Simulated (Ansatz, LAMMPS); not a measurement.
# Structural relaxation of annealed particle of C with 5 % Si on C sites (147 atoms), part 2 of 3

How does annealed particle of C with 5 % Si on C sites (147 atoms) relax, and what do bonds, charges and levels look like afterwards?

Ansatz 0.2.0; Kohn-Sham DFT, revPBE, PAW (set soft_2), plane waves.

The cell: 140 C and 7 Si. The network of bonds at the start is that of the classical potential that made the cell. The main run has no spin polarisation.

So far. Step 3 (Single point at the start): Neighbours are counted within 1.85 Å (C-C), 2.28 Å (C-Si).

### 4. Relaxation

The atoms are relaxed in the fixed cell, aiming at the force tolerance of the input.

Contents of input.yaml:

```yaml
crystal:
  lattice:
    - [21.69822, 0.0, 0.0]
    - [0.0, 21.76665, 0.0]
    - [0.0, 0.0, 22.03083]
  atoms:
    [... the 147 atom lines of step 3 ...]
kpoints:
  mp_grid: { grid: [1, 1, 1] }
hamiltonian:
  xc: revpbe
scf:
  occupations: { method: gaussian, width: 0.025 }
output:
  forces: true
relax:
  f_tol: 0.05
  max_steps: 76
```

Started as:

```bash
> ansatz run input.yaml --threads 8 --pin off --max-ram 15872MiB --backend cpu --events-out ev --progress --plain --runs-dir out
```

Numbers of over 12 decimals in the logs are rounded to 6 here.

The program printed:

```text
[...]
Crystal: 147 atoms, lattice volume = 10405.107 Å³
Basis set: ecut = 420 eV, 203389 PW (Γ), exchange–correlation on 300×300×300 points (8 copies of the dense FFT grid, shifted against one another)
Bands: 441, of which v1, the nominal top of the filled ones, is band 294 counted from 1 (293 counted from 0)
Symmetry: 1 space group operations
[...]
k-points: 1
[...]
SCF iter   1: F=—  HF=-39576.442765 eV  |F-HF|=—  |Δ(HF+E_count)|=         —  Δρ=7.99e-3  dr2=1.97e1  ethr=1.77e-3  ⟨swp⟩=7.0  Hψ=2179  notcnv=0  defer=114
[...]
SCF iter  12: F=-39575.287592 eV  HF=-39575.287574 eV  |F-HF|=1.78e-5  |Δ(HF+E_count)|=   7.30e-5  Δρ=1.22e-5  dr2=3.16e-5  ethr=1.06e-8  ⟨swp⟩=3.0  Hψ=1024  notcnv=0
SCF 1 converged in 12 iterations: F = -39575.287592 eV  dr2 = 3.16e-5
[...]
relax step   1: F+E_penalty+E_count = -39575.28759220 eV  Δ(F+E_penalty+E_count) = +0.000e0 eV  max|allowed force component| = 6.997e0 eV/Å  Δτ_max = 0.0000 Å  (12 SCF iters, dr2 threshold 6.25e-5 eV, accepted)
[...]
relax step   2: F+E_penalty+E_count = -39589.83823587 eV  Δ(F+E_penalty+E_count) = -1.455e1 eV  max|allowed force component| = 4.851e0 eV/Å  Δτ_max = 0.1950 Å  (11 SCF iters, dr2 threshold 1.00e-4 eV, accepted)
[...]
relax step   3: F+E_penalty+E_count = -39597.66423579 eV  Δ(F+E_penalty+E_count) = -7.826e0 eV  max|allowed force component| = 3.527e0 eV/Å  Δτ_max = 0.1956 Å  (10 SCF iters, dr2 threshold 1.00e-4 eV, accepted)
relax step   4: F+E_penalty+E_count = -39601.94575087 eV  Δ(F+E_penalty+E_count) = -4.282e0 eV  max|allowed force component| = 2.265e0 eV/Å  Δτ_max = 0.1951 Å  (9 SCF iters, dr2 threshold 1.00e-4 eV, accepted)
relax step   5: F+E_penalty+E_count = -39604.91763907 eV  Δ(F+E_penalty+E_count) = -2.972e0 eV  max|allowed force component| = 2.759e0 eV/Å  Δτ_max = 0.1974 Å  (9 SCF iters, dr2 threshold 1.00e-4 eV, accepted)
relax step   6: F+E_penalty+E_count = -39607.68036106 eV  Δ(F+E_penalty+E_count) = -2.763e0 eV  max|allowed force component| = 2.115e0 eV/Å  Δτ_max = 0.1941 Å  (11 SCF iters, dr2 threshold 1.00e-4 eV, accepted)
relax step   7: F+E_penalty+E_count = -39609.96378346 eV  Δ(F+E_penalty+E_count) = -2.283e0 eV  max|allowed force component| = 2.696e0 eV/Å  Δτ_max = 0.1947 Å  (9 SCF iters, dr2 threshold 1.00e-4 eV, accepted)
relax step   8: F+E_penalty+E_count = -39612.05130162 eV  Δ(F+E_penalty+E_count) = -2.088e0 eV  max|allowed force component| = 2.471e0 eV/Å  Δτ_max = 0.1921 Å  (9 SCF iters, dr2 threshold 1.00e-4 eV, accepted)
relax step   9: F+E_penalty+E_count = -39613.59731793 eV  Δ(F+E_penalty+E_count) = -1.546e0 eV  max|allowed force component| = 1.937e0 eV/Å  Δτ_max = 0.1949 Å  (10 SCF iters, dr2 threshold 1.00e-4 eV, accepted)
relax step  10: F+E_penalty+E_count = -39615.04651621 eV  Δ(F+E_penalty+E_count) = -1.449e0 eV  max|allowed force component| = 1.790e0 eV/Å  Δτ_max = 0.1951 Å  (13 SCF iters, dr2 threshold 1.00e-4 eV, accepted)
relax step  11: F+E_penalty+E_count = -39616.04745737 eV  Δ(F+E_penalty+E_count) = -1.001e0 eV  max|allowed force component| = 1.080e0 eV/Å  Δτ_max = 0.1929 Å  (15 SCF iters, dr2 threshold 1.00e-4 eV, accepted)
relax step  12: F+E_penalty+E_count = -39616.50458181 eV  Δ(F+E_penalty+E_count) = -4.571e-1 eV  max|allowed force component| = 3.819e0 eV/Å  Δτ_max = 0.1949 Å  (16 SCF iters, dr2 threshold 1.00e-4 eV, accepted)
relax step  13: F+E_penalty+E_count = -39617.49848039 eV  Δ(F+E_penalty+E_count) = -9.939e-1 eV  max|allowed force component| = 1.940e0 eV/Å  Δτ_max = 0.1417 Å  (16 SCF iters, dr2 threshold 1.00e-4 eV, accepted)
relax step  14: F+E_penalty+E_count = -39618.61479129 eV  Δ(F+E_penalty+E_count) = -1.116e0 eV  max|allowed force component| = 1.501e0 eV/Å  Δτ_max = 0.1945 Å  (8 SCF iters, dr2 threshold 1.00e-4 eV, accepted)
relax step  15: F+E_penalty+E_count = -39619.69152976 eV  Δ(F+E_penalty+E_count) = -1.077e0 eV  max|allowed force component| = 1.549e0 eV/Å  Δτ_max = 0.1938 Å  (10 SCF iters, dr2 threshold 1.00e-4 eV, accepted)
relax step  16: F+E_penalty+E_count = -39620.10936619 eV  Δ(F+E_penalty+E_count) = -4.178e-1 eV  max|allowed force component| = 2.824e0 eV/Å  Δτ_max = 0.1964 Å  (13 SCF iters, dr2 threshold 1.00e-4 eV, accepted)
relax step  17: F+E_penalty+E_count = -39620.72461276 eV  Δ(F+E_penalty+E_count) = -6.152e-1 eV  max|allowed force component| = 1.736e0 eV/Å  Δτ_max = 0.1995 Å  (14 SCF iters, dr2 threshold 1.00e-4 eV, accepted)
relax step  18: F+E_penalty+E_count = -39621.35988582 eV  Δ(F+E_penalty+E_count) = -6.353e-1 eV  max|allowed force component| = 1.499e0 eV/Å  Δτ_max = 0.2000 Å  (8 SCF iters, dr2 threshold 1.00e-4 eV, accepted)
relax step  19: F+E_penalty+E_count = -39621.65169225 eV  Δ(F+E_penalty+E_count) = -2.918e-1 eV  max|allowed force component| = 1.616e0 eV/Å  Δτ_max = 0.1011 Å  (13 SCF iters, dr2 threshold 1.00e-4 eV, accepted)
relax step  20: F+E_penalty+E_count = -39621.89649476 eV  Δ(F+E_penalty+E_count) = -2.448e-1 eV  max|allowed force component| = 1.141e0 eV/Å  Δτ_max = 0.0816 Å  (7 SCF iters, dr2 threshold 1.00e-4 eV, accepted)
relax step  21: F+E_penalty+E_count = -39622.03527381 eV  Δ(F+E_penalty+E_count) = -1.388e-1 eV  max|allowed force component| = 9.026e-1 eV/Å  Δτ_max = 0.0490 Å  (9 SCF iters, dr2 threshold 1.00e-4 eV, accepted)
relax step  22: F+E_penalty+E_count = -39622.17953116 eV  Δ(F+E_penalty+E_count) = -1.443e-1 eV  max|allowed force component| = 7.204e-1 eV/Å  Δτ_max = 0.0866 Å  (8 SCF iters, dr2 threshold 1.00e-4 eV, accepted)
relax step  23: F+E_penalty+E_count = -39622.42627162 eV  Δ(F+E_penalty+E_count) = -2.467e-1 eV  max|allowed force component| = 1.617e0 eV/Å  Δτ_max = 0.1949 Å  (9 SCF iters, dr2 threshold 1.00e-4 eV, accepted)
relax step  24: F+E_penalty+E_count = -39622.76262836 eV  Δ(F+E_penalty+E_count) = -3.364e-1 eV  max|allowed force component| = 1.508e0 eV/Å  Δτ_max = 0.0987 Å  (7 SCF iters, dr2 threshold 1.00e-4 eV, accepted)
relax step  25: F+E_penalty+E_count = -39622.46816419 eV  Δ(F+E_penalty+E_count) = +2.945e-1 eV  max|allowed force component| = 4.535e0 eV/Å  Δτ_max = 0.1889 Å  (9 SCF iters, dr2 threshold 1.00e-4 eV, rejected (line search))
relax step  26: F+E_penalty+E_count = -39623.06557926 eV  Δ(F+E_penalty+E_count) = -3.030e-1 eV  max|allowed force component| = 1.131e0 eV/Å  Δτ_max = 0.0933 Å  (22 SCF iters, accepted)
[...]
relax step  38: F+E_penalty+E_count = -39626.46837932 eV  Δ(F+E_penalty+E_count) = +1.144e-1 eV  max|allowed force component| = 2.637e0 eV/Å  Δτ_max = 0.1639 Å  (8 SCF iters, dr2 threshold 1.00e-4 eV, rejected (line search))
relax step  39: F+E_penalty+E_count = -39626.81746376 eV  Δ(F+E_penalty+E_count) = -2.347e-1 eV  max|allowed force component| = 5.794e-1 eV/Å  Δτ_max = 0.0804 Å  (19 SCF iters, accepted)
[...]
relax step  42: F+E_penalty+E_count = -39627.34398777 eV  Δ(F+E_penalty+E_count) = -2.523e-1 eV  max|allowed force component| = 1.907e0 eV/Å  Δτ_max = 0.1071 Å  (10 SCF iters, dr2 threshold 1.00e-4 eV, accepted)
relax step  43: F+E_penalty+E_count = -39627.71740564 eV  Δ(F+E_penalty+E_count) = -3.734e-1 eV  max|allowed force component| = 9.929e-1 eV/Å  Δτ_max = 0.1946 Å  (11 SCF iters, dr2 threshold 1.00e-4 eV, accepted)
relax step  44: F+E_penalty+E_count = -39627.32246329 eV  Δ(F+E_penalty+E_count) = +3.949e-1 eV  max|allowed force component| = 1.870e0 eV/Å  Δτ_max = 0.1959 Å  (9 SCF iters, dr2 threshold 1.00e-4 eV, rejected (line search))
relax step  45: F+E_penalty+E_count = -39627.81776140 eV  Δ(F+E_penalty+E_count) = -1.004e-1 eV  max|allowed force component| = 7.604e-1 eV/Å  Δτ_max = 0.0980 Å  (21 SCF iters, accepted)
relax step  46: F+E_penalty+E_count = -39627.93910935 eV  Δ(F+E_penalty+E_count) = -1.213e-1 eV  max|allowed force component| = 6.713e-1 eV/Å  Δτ_max = 0.0369 Å  (9 SCF iters, dr2 threshold 1.00e-4 eV, accepted)
relax step  47: F+E_penalty+E_count = -39628.10692835 eV  Δ(F+E_penalty+E_count) = -1.678e-1 eV  max|allowed force component| = 1.023e0 eV/Å  Δτ_max = 0.0869 Å  (10 SCF iters, dr2 threshold 1.00e-4 eV, accepted)
relax step  48: F+E_penalty+E_count = -39628.41242890 eV  Δ(F+E_penalty+E_count) = -3.055e-1 eV  max|allowed force component| = 1.126e0 eV/Å  Δτ_max = 0.1048 Å  (10 SCF iters, dr2 threshold 1.00e-4 eV, accepted)
relax step  49: F+E_penalty+E_count = -39628.72575565 eV  Δ(F+E_penalty+E_count) = -3.133e-1 eV  max|allowed force component| = 1.603e0 eV/Å  Δτ_max = 0.0906 Å  (10 SCF iters, dr2 threshold 1.00e-4 eV, accepted)
relax step  50: F+E_penalty+E_count = -39629.10101496 eV  Δ(F+E_penalty+E_count) = -3.753e-1 eV  max|allowed force component| = 3.570e0 eV/Å  Δτ_max = 0.1944 Å  (11 SCF iters, dr2 threshold 1.00e-4 eV, accepted)
relax step  51: F+E_penalty+E_count = -39629.44940346 eV  Δ(F+E_penalty+E_count) = -3.484e-1 eV  max|allowed force component| = 8.739e-1 eV/Å  Δτ_max = 0.0559 Å  (10 SCF iters, dr2 threshold 1.00e-4 eV, accepted)
relax step  52: F+E_penalty+E_count = -39628.99390488 eV  Δ(F+E_penalty+E_count) = +4.555e-1 eV  max|allowed force component| = 1.691e0 eV/Å  Δτ_max = 0.2000 Å  (13 SCF iters, dr2 threshold 4.77e-5 eV, rejected (line search))
relax step  53: F+E_penalty+E_count = -39629.53931306 eV  Δ(F+E_penalty+E_count) = -8.991e-2 eV  max|allowed force component| = 1.807e-1 eV/Å  Δτ_max = 0.0667 Å  (18 SCF iters, accepted)
relax step  54: F+E_penalty+E_count = -39629.54202947 eV  Δ(F+E_penalty+E_count) = -2.716e-3 eV  max|allowed force component| = 1.189e-1 eV/Å  Δτ_max = 0.0143 Å  (15 SCF iters, accepted)
[...]
relax step  55: F+E_penalty+E_count = -39629.54484572 eV  Δ(F+E_penalty+E_count) = -2.816e-3 eV  max|allowed force component| = 3.399e-2 eV/Å  Δτ_max = 0.0087 Å  (13 SCF iters, accepted)
SCF converged after 13 iterations
Free energy (F): -39629.544846 eV
[...]
Internal energy: -39629.544846 eV  (E = F + TS)
E sigma→0 (E₀):  -39629.544846 eV
Fermi energy:    -3.189171 eV
[...]
--- Forces (eV/Å), atoms counted from 1 ---
  atom   1  C      0.00057060    -0.00162715    -0.00328108
  atom   2  C      0.00195718    -0.00437810     0.00280923
  atom   3  C      0.00278657    -0.00029404     0.00223341
  atom   4  C     -0.00141127     0.00183701    -0.00087085
  atom   5  C      0.00012757     0.00113363    -0.00208186
  atom   6  C     -0.00329093    -0.00305308     0.00516314
  atom   7  C      0.00497184     0.00220596     0.00265389
  atom   8  C      0.00145353    -0.00055100    -0.00259753
  atom   9  C      0.00126277     0.00020530     0.00103923
  atom  10  C      0.00211724     0.00011367    -0.00385279
  atom  11  C      0.03072530     0.00868024     0.00434022
  atom  12  C     -0.00594130    -0.00414967    -0.00629239
  atom  13  C     -0.00416815     0.00181909    -0.00654932
  atom  14  C     -0.00417518    -0.00730775    -0.00129968
[...]
atom 146  C     -0.00538204    -0.00102740    -0.00661691
  atom 147  C     -0.00147479     0.00235813    -0.00007050
  max |Σ_I F_I| component: 1.64e-4 eV/Å
--- Relaxed structure (55 steps of the walk, 51 accepted, 0 SCFs on fresh bases) ---
  F+E_penalty+E_count = -39629.54484572 eV   max|allowed force component| = 3.399e-2 eV/Å
  atoms:
    - { symbol: C, position: [0.269770, 0.522123, 0.407611] }
    - { symbol: C, position: [0.312171, 0.382604, 0.519882] }
    - { symbol: C, position: [0.324942, 0.449790, 0.611724] }
    - { symbol: C, position: [0.367836, 0.339927, 0.601829] }
[...]
- { symbol: C, position: [0.634647, 0.589631, 0.374072] }
```

The job ended after 47 min (8 threads of Arm Neoverse V2, shared host; peak memory 11 GiB; 5.9 h of CPU time).

Step by step (22 of 55):

```
step  energy less that of the first step (eV)  largest force component (eV/Å)
   1                                   0.0000                          6.9965
   4                                 -26.6582                          2.2647
   6                                 -32.3928                          2.1153
   9                                 -38.3097                          1.9366
  11                                 -40.7599                          1.0801
  14                                 -43.3272                          1.5005
  16                                 -44.8218                          2.8238
  19                                 -46.3641                          1.6157
  22                                 -46.8919                          0.7204
  24                                 -47.4750                          1.5085
  27                                 -47.9039                          0.9511
  29                                 -48.3730                          2.1764
  32                                 -50.4410                          2.0020
  34                                 -50.8362                          0.6558
  37                                 -51.2952                          0.5568
  40                                 -51.6334                          1.3299
  42                                 -52.0564                          1.9070
  45                                 -52.5302                          0.7604
  47                                 -52.8193                          1.0230
  50                                 -53.8134                          3.5702
  52                                 -53.7063                          1.6905
  55                                 -54.2573                          0.0340
```

Relaxation steps 25, 38, 44, 52 were tried and not accepted.

The atoms that moved most (Å):

```
atom      dx      dy      dz  length
C145  -1.618   0.323   0.224   1.665
 C57   0.259   0.673  -1.237   1.432
 C73   0.579   0.845  -0.922   1.378
C122  -1.203  -0.168  -0.542   1.331
  C5   0.959  -0.505  -0.547   1.214
 C69   0.224  -0.666   0.955   1.186
C123  -1.022   0.273   0.029   1.058
 C70   0.343   0.823  -0.552   1.049
```

The relaxation changed the energy by -369 meV/atom, and atoms moved by 0.52 Å r.m.s., 1.7 Å at most.

### 5. Local order after relaxation

Bonds before and after, by the cutoffs listed below:

| pair | bonds before | bonds after | mean before (Å) | mean after (Å) | spread before (Å) | spread after (Å) |
| --- | --- | --- | --- | --- | --- | --- |
| C-C | 192 | 204 | 1.484 | 1.461 | 0.044 | 0.060 |
| C-Si | 23 | 24 | 1.883 | 1.920 | 0.067 | 0.100 |

Normalised to the volume that the atoms fill. g(r), total and by pair (bins of 0.2 Å):

```csv
r (Å),total,C-C,C-Si,Si-Si
1.30,0.94,1.03,0.00,0.00
1.50,6.50,7.15,0.00,0.00
1.70,0.27,0.26,0.28,0.00
1.90,0.43,0.00,4.75,0.00
2.10,0.26,0.22,0.61,0.00
2.30,1.46,1.58,0.34,0.00
2.50,2.84,3.10,0.29,0.00
2.70,1.33,1.31,1.54,0.00
2.90,1.31,1.22,2.22,0.00
3.10,0.78,0.67,1.83,0.00
3.30,0.64,0.64,0.72,0.00
3.50,0.97,1.01,0.56,2.75
3.70,1.68,1.75,0.96,0.00
3.90,1.14,1.17,0.92,0.00
4.10,1.10,1.05,1.46,2.12
4.30,0.95,0.98,0.72,0.00
4.50,0.83,0.81,0.96,1.72
4.70,0.88,0.88,0.88,0.00
4.90,1.02,1.04,0.80,1.48
5.10,0.93,0.91,1.15,0.00
5.30,0.68,0.68,0.72,0.00
5.50,0.76,0.77,0.73,0.00
5.70,0.68,0.69,0.57,1.11
5.90,0.73,0.76,0.43,1.00
6.10,0.70,0.71,0.64,0.93
6.30,0.67,0.67,0.66,0.00
6.50,0.55,0.55,0.56,0.00
6.70,0.53,0.53,0.57,0.00
```

Bonds by pair of elements; cutoffs follow the first minimum of g(r), held within bounds set by covalent radii, and pairs that aren't listed don't count as bonded:

```csv
pair A-B,cutoff (Å),bonds,mean length (Å),spread (Å),shortest (Å),B about A,A about B
C-C,1.85,204,1.46,0.06,1.32,2.91,2.91
C-Si,2.28,24,1.92,0.1,1.8,0.171,3.43
```

How many atoms have how many bonded neighbours:

```
element  mean  2    3   4  5
      C  3.09  2  125  12  1
     Si  3.43  0    4   3  0
```

Bond angles, per cent of each kind in bins of 5°:

| angle (°) | C-C-C | C-C-Si | C-Si-C |
| --- | --- | --- | --- |
| 40–45 | 0.0 | 0.0 | 10.0 |
| 45–50 | 0.0 | 0.0 | 0.0 |
| 50–55 | 0.2 | 0.0 | 0.0 |
| 55–60 | 0.0 | 0.0 | 0.0 |
| 60–65 | 0.5 | 3.7 | 3.3 |
| 65–70 | 0.0 | 1.8 | 3.3 |
| 70–75 | 0.0 | 3.7 | 6.7 |
| 75–80 | 0.0 | 1.8 | 3.3 |
| 80–85 | 0.5 | 0.0 | 6.7 |
| 85–90 | 1.0 | 0.0 | 3.3 |
| 90–95 | 3.2 | 7.4 | 13.3 |
| 95–100 | 3.0 | 0.0 | 6.7 |
| 100–105 | 5.4 | 3.7 | 10.0 |
| 105–110 | 14.3 | 14.8 | 3.3 |
| 110–115 | 13.6 | 13.0 | 10.0 |
| 115–120 | 21.0 | 18.5 | 6.7 |
| 120–125 | 19.5 | 7.4 | 0.0 |
| 125–130 | 10.1 | 11.1 | 0.0 |
| 130–135 | 2.0 | 1.8 | 6.7 |
| 135–140 | 2.5 | 7.4 | 0.0 |
| 140–145 | 1.7 | 1.8 | 3.3 |
| 145–150 | 1.0 | 0.0 | 0.0 |
| 150–155 | 0.2 | 0.0 | 0.0 |
| 155–160 | 0.0 | 0.0 | 0.0 |
| 160–165 | 0.2 | 0.0 | 0.0 |
| 165–170 | 0.0 | 0.0 | 0.0 |
| 170–175 | 0.0 | 1.8 | 3.3 |

Bond angles (no mean is given where the spread exceeds 20°):

| angle | count | mean (°) | spread (°) |
| --- | --- | --- | --- |
| C-C-C | 405 | 116 | 12.5 |
| C-C-Si | 54 | - | - |
| C-Si-C | 30 | - | - |

Bond length by coordination (bonds to H left out):

```csv
element,coordination,atoms,mean bond length (Å)
C,2,2,1.39
C,3,125,1.47
C,4,12,1.59
C,5,1,1.72
Si,3,4,1.87
Si,4,3,1.97
```

Counting bonds as in the table, 89 % of C atoms have 3 and 57 % of Si atoms have 3 bonded neighbours. The C-C-C angle averages 116° with a spread of 12°.

(Continued in part 3 of 3.)

[Logs are printed without paths, hosts, clocks, repeated set-up lines and the standing remarks that a program may print on its own settings, such as how far it seeks lower states.]

[Hosts, paths, dates, database ids (printed as entryN), source tags and the programs' standing remarks are cut or masked in the printed files.]
